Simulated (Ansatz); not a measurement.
# LiNb3: relaxing a made-up structure, part 2 of 2

This structure for LiNb3 is made up. Its elements were placed in a known structure type with a cell scaled to their sizes. What cell does the guess relax to, and how far off was it?

Ansatz 0.2.0; DFT, PBE, plane-wave PAW, files of the set soft_1, scalar-relativistic, no spin, cell and ions relaxed at zero pressure; PAW set soft_1 (the session's first sound run).

So far: Starting point; Relaxation of the guess. The relaxed cell has a = 4.088 Å (conventional setting).

**3. Bands of the relaxed cell**

With the geometry fixed, one more self-consistent run, with a narrower smearing and the mesh shown in its input, gives the bands, and its pressure, and its forces where symmetry allows any, show how far the geometry depends on these settings.

This step: DFT, PBE, plane-wave PAW, files of the set soft_1, scalar-relativistic, no spin, bands and density of states at the relaxed cell; PAW set soft_1 (Ansatz 0.2.0).

The input, input.yaml:

```yaml
crystal:
  lattice:
    - [4.0877528086, 0.0, 0.0]
    - [0.0, 4.0877528086, 0.0]
    - [0.0, 0.0, 4.0877528086]
  atoms:
    - { symbol: Nb, position: [0.0, 0.5, 0.5] }
    - { symbol: Nb, position: [0.5, 0.0, 0.5] }
    - { symbol: Nb, position: [0.5, 0.5, 0.0] }
    - { symbol: Li, position: [0.0, 0.0, 0.0] }
kpoints:
  mp_grid: { grid: [8, 8, 8] }
  band_path:
    path:
      - [[0.0, 0.0, 0.0], [0.0, 0.5, 0.0], [0.5, 0.5, 0.0], [0.0, 0.0, 0.0], [0.5, 0.5, 0.5], [0.0, 0.5, 0.0]]
      - [[0.5, 0.5, 0.0], [0.5, 0.5, 0.5]]
    npoints: 13
scf:
  occupations: { method: fermi_dirac, width: 0.03 }
  n_extra_bands: 8
hamiltonian:
  xc: pbe
  pseudopotentials: { kind: paw, azcp: { folder: soft_1 } }
output:
  forces: true
  stress: true
  write_bands: true
  dos: { projected: true }
  write_density: true
  write_potential: true
  elf: true
  volumetric_format: npy
```

Command:

```console
$ ansatz run input.yaml --threads 4 --pin off --max-ram 8192MiB --backend cpu --events-out ev --progress --plain --runs-dir out
```

Numbers of over 12 decimals in the logs are rounded to 6 here.

Output:

```text
[...]
Crystal: 4 atoms, lattice volume = 68.305 Å³
Basis set: ecut = 420 eV, 1357 PW (Γ), exchange–correlation on 60×60×60 points (8 copies of the dense FFT grid, shifted against one another)
Bands: 29, of which v1, the nominal top of the filled ones, is band 21 counted from 1 (20 counted from 0)
Symmetry: 48 space group operations
[...]
k-points: 35 of 512
[...]
SCF iter   1: F=—  HF=-13862.492825 eV  |F-HF|=—  |Δ(HF+E_count)|=         —  Δρ=8.15e-2  dr2=6.96e0  ethr=3.10e-3  ⟨swp⟩=5.7  Hψ=3671  notcnv=0
[...]
SCF iter   8: F=-13860.199519 eV  HF=-13860.199519 eV  |F-HF|=1.82e-9  |Δ(HF+E_count)|=   1.09e-8  Δρ=3.80e-6  dr2=1.08e-8  ethr=2.38e-10  ⟨swp⟩=11.5  Hψ=5589  notcnv=0
SCF 1 converged in 8 iterations: F = -13860.199519 eV  dr2 = 1.08e-8
[...]
NSCF: frozen V_eff on 80 k-points
SCF converged after 8 iterations
Free energy (F): -13860.199519 eV
[...]
Internal energy: -13860.182624 eV  (E = F + TS)
E sigma→0 (E₀):  -13860.191071 eV
Entropy (-TS):   -0.016895 eV (-4.224 meV/atom)
Fermi energy:    14.560481 eV
[...]
--- Stress (GPa, compression-positive) ---
        0.368115       0.000000       0.000000
       -0.000000       0.368115      -0.000000
        0.000000       0.000000       0.368115
  P = ⅓ Tr σ = 0.3681 GPa (3.681 kbar)
--- Band table (eV; the first three rows and the last of 35) ---
  k-point 0: bands = [... 17 lower, 12.0555, 12.1743, 12.1743, 16.6564, 16.6564, 16.6564, 17.8403, 17.8403, ... 4 higher]
  k-point 1: bands = [... 17 lower, 12.1788, 12.1788, 12.3636, 16.2344, 16.2344, 16.5029, 17.5006, 18.0198, ... 4 higher]
  k-point 2: bands = [... 17 lower, 12.5245, 12.5245, 12.8959, 15.5904, 15.5904, 16.1308, 16.7120, 17.3854, ... 4 higher]
  k-point 34: bands = [... 17 lower, 14.6129, 14.6129, 14.6129, 15.6558, 15.6558, 15.6558, 16.3623, 16.3623, ... 4 higher]
```

Elapsed: 1.8 s, on 4 threads of Arm Neoverse V2, shared host; peak memory 0.38 GiB; 6.7 s of CPU time.

This step gave:

- free energy: -13860.1995 eV
- energy at zero smearing: -13860.1911 eV
- smearing term TS: 0.01690 eV
- Fermi energy: 14.56 eV
- pressure: 0.3681 GPa

bands.tsv at the labelled points (eV, zero at the Fermi level; the bands that come nearest the Fermi level along the path):

| point | band 17 | band 18 | band 19 | band 20 | band 21 | band 22 | band 23 | band 24 |
| --- | --- | --- | --- | --- | --- | --- | --- | --- |
| Γ | -2.50 | -2.50 | -2.39 | -2.39 | 2.10 | 2.10 | 2.10 | 3.28 |
| X | -2.01 | -1.29 | -1.29 | -0.51 | 0.21 | 0.21 | 0.97 | 1.02 |
| M | -1.52 | -1.45 | -1.03 | -0.97 | -0.97 | 0.33 | 0.33 | 1.57 |
| Γ | -2.50 | -2.50 | -2.39 | -2.39 | 2.10 | 2.10 | 2.10 | 3.28 |
| R | -2.94 | 0.05 | 0.05 | 0.05 | 1.10 | 1.10 | 1.10 | 1.80 |
| X | -2.01 | -1.29 | -1.29 | -0.51 | 0.21 | 0.21 | 0.97 | 1.02 |
| M | -1.52 | -1.45 | -1.03 | -0.97 | -0.97 | 0.33 | 0.33 | 1.57 |
| R | -2.94 | 0.05 | 0.05 | 0.05 | 1.10 | 1.10 | 1.10 | 1.80 |

Counts of states for the cell as run, both spins, by energy window (eV from the Fermi level):

```csv
from,to,total
-8,-7,0.00
-7,-6,0.00
-6,-5,0.10
-5,-4,0.52
-4,-3,1.63
-3,-2,4.80
-2,-1,4.67
-1,0,4.17
0,1,3.61
1,2,2.96
```

A further 26.0 states lie below the table's range.

Valence density in the ac plane at fractional y = 0.000, with atoms of Nb and Li within 0.2 Å of it. It is the smooth field of the valence electrons, not physical close to the nuclei.

Ten even steps from '_' (0.1 e/Å³) to '@' (8.2 e/Å³), each cell a mean:
```
**::______________________--
..__________________________
____________________________
____________________________
__________..----::..________
________..--++++==::________
________..==**++++--________
________..==****++--________
__________::====--..________
____________......__________
____________________________
____________________________
==..______________________::
@@==____________________..**
```
Columns run along a (4.1 Å), rows up along c (4.1 Å). Atoms in or near the plane, at fractional coordinates: Nb at (0.50, 0.50), Li at (0.00, 0.00).

ELF in the ac plane at fractional y = 0.000, with atoms of Nb and Li within 0.2 Å of it. It is the smooth field of the valence electrons, not physical close to the nuclei.

Ten even steps from '_' (0.05) to '@' (0.93), each cell a mean:
```
%%==__..==++++++++++--____**
..____..--------------..____
____..::............::::..__
----::......----::....::----
++++::..::++####**==....--++
**++::..==##**++##**::..--++
**++::..++##--..++##--..--++
**++::..++##++--**##--..--++
**++::..::++######++....--++
====--....::++++==::....--==
__..::::..............::....
______::--::::::::::::..____
**--__..==++++++++++--____==
@@**____==********++--__..%%
```
Columns run along a (4.1 Å), rows up along c (4.1 Å). Atoms in or near the plane, at fractional coordinates: Nb at (0.50, 0.50), Li at (0.00, 0.00).

Electrostatic potential energy in the ac plane at fractional y = 0.000, with atoms of Nb and Li within 0.2 Å of it. With pseudopotentials it is smooth inside the atoms' cores, unlike the true potential.

Values in eV, 14 rows by 14 columns, each cell a mean:
```
-19 -11   6  14  17  17  18  18  18  17  16  13   0 -14
 -4   2  12  15  16  16  16  16  16  16  16  14   8   0
 12  13  15  15  14  12  10  10  11  13  15  15  14  13
 16  16  16  14  10   5  -3  -5   0   6  12  15  16  16
 18  17  15  12   0 -16 -32 -35 -27 -11   6  13  16  17
 18  17  15   9 -10 -32 -49 -50 -45 -27   0  11  16  18
 18  17  14   7 -17 -41 -52 -52 -50 -35  -5  10  16  18
 18  17  14   8 -14 -37 -52 -52 -49 -32  -3  10  16  18
 18  17  15  11  -2 -20 -37 -41 -32 -16   5  12  16  17
 17  17  16  13   7  -2 -14 -17 -10   0  10  14  16  17
 14  14  15  15  13  11   8   7   9  12  14  15  15  14
  4   8  13  15  16  15  14  14  15  15  16  15  12   6
-16  -8   8  14  17  17  17  17  17  17  16  13   2 -11
-26 -16   4  14  17  18  18  18  18  18  16  12  -4 -19
```
Columns run along a (4.1 Å; values clipped at the 3rd and 97th percentile), rows up along c (4.1 Å). Atoms in or near the plane, at fractional coordinates: Nb at (0.50, 0.50), Li at (0.00, 0.00).

**4. Results**

- space group, relaxed: Pm-3m
- conventional cell: a = 4.088, b = 4.088, c = 4.088 Å; α = 90.0°, β = 90.0°, γ = 90.0°
- volume per atom: 17.08 Å³ (guess 18.76)

What this shows: LiNb3 relaxes to Pm-3m with a = 4.088, b = 4.088 and c = 4.088 Å. The guessed volume was 10 % too large. The space group Pm-3m was held in the relaxation, so the end point is a stationary structure within it and may be a saddle against distortions or other arrangements. Bands cross the Fermi level, so it is a metal or semimetal at this level. On the 8×8×8 mesh with the narrower smearing (relaxed on 6×6×6) the forces vanish, as symmetry may demand, and the largest stress component is 0.368 GPa, against the relaxation's thresholds of 0.015 eV/Å and 0.05 GPa. The cutoff wasn't tested. No dispersion term is used, so weakly bound directions may come out too long. The runs have no spin, and magnetism wasn't tested. Nothing here tests whether the compound is stable against decomposition.

[Logs are printed without paths, hosts, clocks, repeated set-up lines and the standing remarks that a program may print on its own settings, such as how far it seeks lower states.]

[Hosts, paths, dates, database ids (printed as entryN), source tags and the programs' standing remarks are cut or masked in the printed files.]
